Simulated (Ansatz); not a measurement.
## W (Im-3m): phonon-mediated transition temperature

What Tc do the phonons of W (Im-3m) give, and how does it depend on μ*? The cell shown first is a relaxed one, from steps not shown here.

Program: Ansatz 0.2.0. Level of theory: DFT PBE, scalar-relativistic, plane waves, PAW. Results are calculated unless marked as measured.

This is a report of a sequence of runs, with most program output left out.

## (1) The cell after earlier relaxation steps

It takes space group Im-3m (No. 229, cubic). The conventional cell has a = 3.185 Å, b = 3.185 Å, c = 3.185 Å, α = 90.00°, β = 90.00°, γ = 90.00°. Nearest to W lie 8 W at 2.76 Å.

Structure file:

```cif
data_structure
_symmetry_space_group_name_H-M 'Im-3m'
_symmetry_Int_Tables_number 229
_cell_length_a 3.1852
_cell_length_b 3.1852
_cell_length_c 3.1852
_cell_angle_alpha 90.000
_cell_angle_beta 90.000
_cell_angle_gamma 90.000
_cell_volume 32.32
loop_
_atom_site_label
_atom_site_type_symbol
_atom_site_symmetry_multiplicity
_atom_site_Wyckoff_symbol
_atom_site_fract_x
_atom_site_fract_y
_atom_site_fract_z
_atom_site_occupancy
W1 W 2 a 0.00000 0.00000 0.00000 1
```

## (2) Electron–phonon run: q 3×3×3, k 9×9×9, scattering 16×16×16

The run that gives the couplings also evaluates McMillan's and Allen and Dynes's formulas and, where asked, the Eliashberg equations, over a range of μ*.

Contents of input.yaml:

```yaml
crystal:
  lattice:
    - [-1.592603731, 1.592603731, 1.592603731]
    - [1.592603731, -1.592603731, 1.592603731]
    - [1.592603731, 1.592603731, -1.592603731]
  atoms:
    - { symbol: W, position: [0.0, 0.0, 0.0] }
kpoints:
  mp_grid: { grid: [9, 9, 9] }
hamiltonian:
  xc: pbe
scf:
  occupations: { method: methfessel_paxton, width: 0.2 }
output:
  eigenvalues: true
phonons:
  method: dfpt
  qmesh: [3, 3, 3]
  temperatures: { t_max: 1000, t_step: 50 }
  qpath:
    path:
      - [[0.0, 0.0, 0.0], [0.5, -0.5, 0.5], [0.0, 0.0, 0.5], [0.0, 0.0, 0.0], [0.25, 0.25, 0.25], [0.5, -0.5, 0.5]]
      - [[0.25, 0.25, 0.25], [0.0, 0.0, 0.5]]
    npoints: 10
  electrical_resistivity:
    mesh: [16, 16, 16]
    temperatures: [20.0, 50.0, 80.0, 100.0, 150.0, 200.0, 273.0, 300.0, 400.0, 500.0, 600.0, 800.0]
  superconductivity: { mesh: [16, 16, 16] }
```

Command:

```sh
> ansatz run input.yaml --threads 4 --pin off --max-ram 10240MiB --backend cpu --events-out ev --progress --plain --runs-dir out
```

It took 60 s on 4 threads of Arm Neoverse V2, shared host; peak memory 2.4 GiB.

This step gave:

| Item | Value |
| --- | --- |
| volume per atom | 16.16 Å³ |
| metallic on mesh | yes |
| gap on the k-mesh | 0 eV |
| zero point energy | 0.02787 eV/cell |
| share of imaginary modes in the plain interpolation between solved wavevectors | 0 |
| highest frequency, solved or plainly interpolated | 204.2 cm⁻¹ |
| Debye temperature (second moment) | 284 K |
| resistivity at 300 K | 5.884 μΩ cm |
| coupling constant λ | 0.2913 |
| density of states at the Fermi level | 0.2138 states/eV a spin and cell |
| log mean phonon energy ħω_log | 18.42 meV |
| transport coupling constant λ_tr | 0.2881, 0.2881, 0.2881 (xx, yy, zz) |
| Drude plasma energy | 7.352, 7.352, 7.352 eV (xx, yy, zz) |
| resistivity times mean free path | 8.526, 8.526, 8.526 × 10⁻¹⁶ Ω m² (xx, yy, zz) |
| second-moment phonon energy ħω₂ | 19.53 meV |
| coupling λ by branch | 0.118, 0.0977, 0.0753 (branches by rank of frequency) |

An empty cell: under 1 mK by a formula, or no transition down to the floor of the Eliashberg search. Transition temperatures:

```
  μ*  McMillan Tc (K)  Allen–Dynes Tc (K)  isotropic Fermi-surface Tc (K)  isotropic full bandwidth Tc (K)  anisotropic Fermi-surface Tc (K)  anisotropic full bandwidth Tc (K)  anisotropic narrow window Tc (K)
0.08            0.194               0.196                           0.185                            0.185                             0.251                              0.251                             0.251
 0.1           0.0766              0.0773                               -                                -                             0.112                              0.112                             0.112
0.12           0.0225              0.0227                               -                                -                                 -                                  -                                 -
0.13           0.0104              0.0105                               -                                -                                 -                                  -                                 -
0.14          0.00419             0.00423                               -                                -                                 -                                  -                                 -
0.16                -                   -                               -                                -                                 -                                  -                                 -
 0.2                -                   -                               -                                -                                 -                                  -                                 -
```

## (3) Electron–phonon run: q 4×4×4, k 12×12×12, scattering 20×20×20

The next rung changes the q mesh, which sets the reach of the force constants and couplings; the k mesh of the density and its response; the scattering mesh, which samples the Fermi surface.

input.yaml, the sections that differ from step 2:

```yaml
kpoints:
  mp_grid: { grid: [12, 12, 12] }
phonons:
  method: dfpt
  qmesh: [4, 4, 4]
  temperatures: { t_max: 1000, t_step: 50 }
  qpath:
    path:
      - [[0.0, 0.0, 0.0], [0.5, -0.5, 0.5], [0.0, 0.0, 0.5], [0.0, 0.0, 0.0], [0.25, 0.25, 0.25], [0.5, -0.5, 0.5]]
      - [[0.25, 0.25, 0.25], [0.0, 0.0, 0.5]]
    npoints: 10
  electrical_resistivity:
    mesh: [20, 20, 20]
    temperatures: [20.0, 50.0, 80.0, 100.0, 150.0, 200.0, 273.0, 300.0, 400.0, 500.0, 600.0, 800.0]
  superconductivity: { mesh: [20, 20, 20] }
# crystal, hamiltonian, scf, output: as in step 2
```

Run time: 2.2 min. Hardware: 4 threads; peak memory 3.3 GiB.

This step gave:

```
zero point energy                                 : 0.02910 eV/cell
highest frequency, solved or plainly interpolated : 217.5 cm⁻¹
Debye temperature (second moment)                 : 298 K
resistivity at 300 K                              : 5.747 μΩ cm
coupling constant λ                               : 0.2929
density of states at the Fermi level              : 0.2156 states/eV a spin and cell
log mean phonon energy ħω_log                     : 18.63 meV
transport coupling constant λ_tr                  : 0.2887, 0.2887, 0.2887 (xx, yy, zz)
Drude plasma energy                               : 7.397, 7.397, 7.397 eV (xx, yy, zz)
resistivity times mean free path                  : 8.485, 8.485, 8.485 × 10⁻¹⁶ Ω m² (xx, yy, zz)
second-moment phonon energy ħω₂                   : 19.60 meV
coupling λ by branch                              : 0.122, 0.0946, 0.0764 (branches by rank of frequency)
```

An empty cell: under 1 mK by a formula, or no transition down to the floor of the Eliashberg search. Transition temperatures:

```
  μ*  McMillan Tc (K)  Allen–Dynes Tc (K)  isotropic Fermi-surface Tc (K)  isotropic full bandwidth Tc (K)  anisotropic Fermi-surface Tc (K)  anisotropic full bandwidth Tc (K)  anisotropic narrow window Tc (K)
0.08            0.205               0.207                           0.197                            0.197                             0.271                              0.271                             0.271
 0.1           0.0821              0.0828                               -                                -                             0.123                              0.123                             0.123
0.12           0.0246              0.0248                               -                                -                                 -                                  -                                 -
0.13           0.0116              0.0117                               -                                -                                 -                                  -                                 -
0.14          0.00474             0.00477                               -                                -                                 -                                  -                                 -
0.16                -                   -                               -                                -                                 -                                  -                                 -
 0.2                -                   -                               -                                -                                 -                                  -                                 -
```

## (4) Resistivity: q 6×6×6, k 18×18×18, scattering 24×24×24

input.yaml, the sections that differ from step 3:

```yaml
kpoints:
  mp_grid: { grid: [18, 18, 18] }
phonons:
  method: dfpt
  qmesh: [6, 6, 6]
  temperatures: { t_max: 1000, t_step: 50 }
  qpath:
    path:
      - [[0.0, 0.0, 0.0], [0.5, -0.5, 0.5], [0.0, 0.0, 0.5], [0.0, 0.0, 0.0], [0.25, 0.25, 0.25], [0.5, -0.5, 0.5]]
      - [[0.25, 0.25, 0.25], [0.0, 0.0, 0.5]]
    npoints: 10
  electrical_resistivity:
    mesh: [24, 24, 24]
    temperatures: [20.0, 50.0, 80.0, 100.0, 150.0, 200.0, 273.0, 300.0, 400.0, 500.0, 600.0, 800.0]
  superconductivity: { mesh: [24, 24, 24] }
# crystal, hamiltonian, scf, output: as in step 3
```

Run time: 12 min. Hardware: 4 threads; peak memory 8.7 GiB.

This step gave:

```yaml
zero_point_energy: 0.02870 eV/cell
highest_frequency_solved_or_plainly_interpolated: 212.4 cm⁻¹
debye_temperature_second_moment: 294 K
resistivity_at_300_k: 5.662 μΩ cm
coupling_constant_lambda: 0.2923
density_of_states_at_the_fermi_level: 0.2197 states/eV a spin and cell
log_mean_phonon_energy_omega_log: 18.6 meV
transport_coupling_constant_lambda_tr: 0.2877, 0.2877, 0.2877 (xx, yy, zz)
drude_plasma_energy: 7.389, 7.389, 7.389 eV (xx, yy, zz)
resistivity_times_mean_free_path: 8.47, 8.47, 8.47 × 10⁻¹⁶ Ω m² (xx, yy, zz)
second_moment_phonon_energy_omega: 19.61 meV
coupling_lambda_by_branch: 0.124, 0.0927, 0.0757 (branches by rank of frequency)
```

An empty cell: under 1 mK by a formula, or no transition down to the floor of the Eliashberg search. Transition temperatures:

```
  μ*  McMillan Tc (K)  Allen–Dynes Tc (K)  isotropic Fermi-surface Tc (K)  isotropic full bandwidth Tc (K)  anisotropic Fermi-surface Tc (K)  anisotropic full bandwidth Tc (K)  anisotropic narrow window Tc (K)
0.08            0.201               0.203                           0.193                            0.192                              0.27                               0.27                              0.27
 0.1             0.08              0.0807                               -                                -                             0.123                              0.123                             0.123
0.12           0.0238               0.024                               -                                -                                 -                                  -                                 -
0.13           0.0111              0.0112                               -                                -                                 -                                  -                                 -
0.14          0.00452             0.00456                               -                                -                                 -                                  -                                 -
0.16                -                   -                               -                                -                                 -                                  -                                 -
 0.2                -                   -                               -                                -                                 -                                  -                                 -
```

Table of Eliashberg function α²F by phonon energy; read off at these points:

```
phonon energy (meV)      α²F   α²F tr
                1.0        0        0
                2.0   2.1e-4   5.3e-6
                3.0   9.7e-4   2.0e-4
                4.0  0.00172   6.6e-4
                5.0  0.00258  0.00138
                6.0  0.00353  0.00243
                7.0  0.00459  0.00358
                8.0  0.00571  0.00471
                9.0  0.00720  0.00634
               10.0  0.00956  0.00863
               11.0   0.0128   0.0114
               12.0   0.0186   0.0163
               13.0   0.0285   0.0247
               14.0   0.0434   0.0366
               15.0   0.0645   0.0534
               16.0    0.139    0.117
               17.0    0.270    0.278
               18.0    0.324    0.327
               19.0    0.350    0.343
               20.0    0.361    0.373
               20.2    0.387    0.446
               21.0    0.224    0.246
               22.0    0.179    0.208
               23.0    0.118    0.157
               24.0    0.245    0.232
               25.0    0.285    0.269
               25.2    0.350    0.316
               26.0   0.0632   0.0447
```

Anisotropic full-bandwidth solution, weighted at the Fermi level. Gaps:

```
mu*   T (K)  mean gap (meV)  5 % (meV)  95 % (meV)  mean Z
0.1  0.0307          0.0168    0.00689      0.0229    1.29
0.1  0.0614           0.016    0.00652      0.0217    1.29
0.1   0.092          0.0128    0.00522      0.0174    1.29
0.1    0.11         0.00863    0.00351      0.0117    1.29
```

Share of the Fermi-level states against lambda of a state:

```
lambda of a state  share of the Fermi-level states
            0.173                           0.0458
            0.184                           0.0255
            0.196                           0.0522
            0.207                           0.0156
            0.218                           0.0188
            0.229                           0.0011
            0.240                                0
            0.251                                0
            0.262                           0.0121
            0.273                           0.0506
            0.284                            0.128
            0.295                            0.194
            0.306                           0.0862
            0.317                            0.157
            0.328                           0.0468
            0.339                           0.0912
            0.350                           0.0037
            0.361                           0.0356
            0.372                           0.0041
            0.383                           0.0167
            0.395                                0
            0.406                           1.0e-4
            0.417                           0.0142
            0.428                           0.0012
```

The coupling constant from the curve is λ = 0.29; modes below 19.4 meV give half. Distinct peaks of the Eliashberg function α²F (α²F) stand at 20.2 and 25.2 meV; the one at 20.2 meV is strongest.

## (5) Outcome

| Item | Value |
| --- | --- |
| meshes | q 6×6×6, k 18×18×18, scattering 24×24×24 |
| coupling constant λ | 0.292 |
| log mean phonon energy ħω_log | 18.6 meV |
| Allen–Dynes Tc at μ* = 0.1 | 0.0807 K |
| Allen–Dynes Tc at μ* = 0.13 | 0.0112 K |
| anisotropic Eliashberg Tc at μ* = 0.1 | 0.123 K |

What this shows: In the last run (PBE, q 6×6×6, k 18×18×18, scattering 24×24×24), with λ = 0.29 and ħω_log = 18.6 meV, Tc at μ* = 0.13 is 0.011 K by McMillan's formula and 0.011 K by Allen and Dynes's. Measured: transition temperature: 0.015 K (bulk, normal pressure; compiled value; quoted in “List of superconductors”, 2026, Wikipedia's table of superconducting elements, as read in December). At μ* = 0.13 the calculation gives 0.011 K, of the same small size. Allen and Dynes's formula meets the measured 0.015 K at μ* near 0.13. The Allen–Dynes value of 0.081 K at μ* = 0.10 falls under a millikelvin at 0.16. By the run's own test λ is not converged in the fine mesh: it moves by 6 % between the two finest, and by up to 16 % in the other runs. The run's transport test calls it not converged in the mesh; ρ(300 K) moves by 8 % in the component that moves most. Over the runs, λ takes the values 0.291, 0.293 and 0.292, in the order shown. No spin–orbit coupling, which matters for W. μ* is a typed number, phonons are harmonic, and spin fluctuations are left out; at μ* = 0.13 McMillan's formula turns 1 % in λ into about 17 % in Tc.

[Logs are printed without paths, hosts, clocks, repeated set-up lines and the standing remarks that a program may print on its own settings, such as how far it seeks lower states.]

[Hosts, paths, dates, database ids (printed as entryN), source tags and the programs' standing remarks are cut or masked in the printed files.]
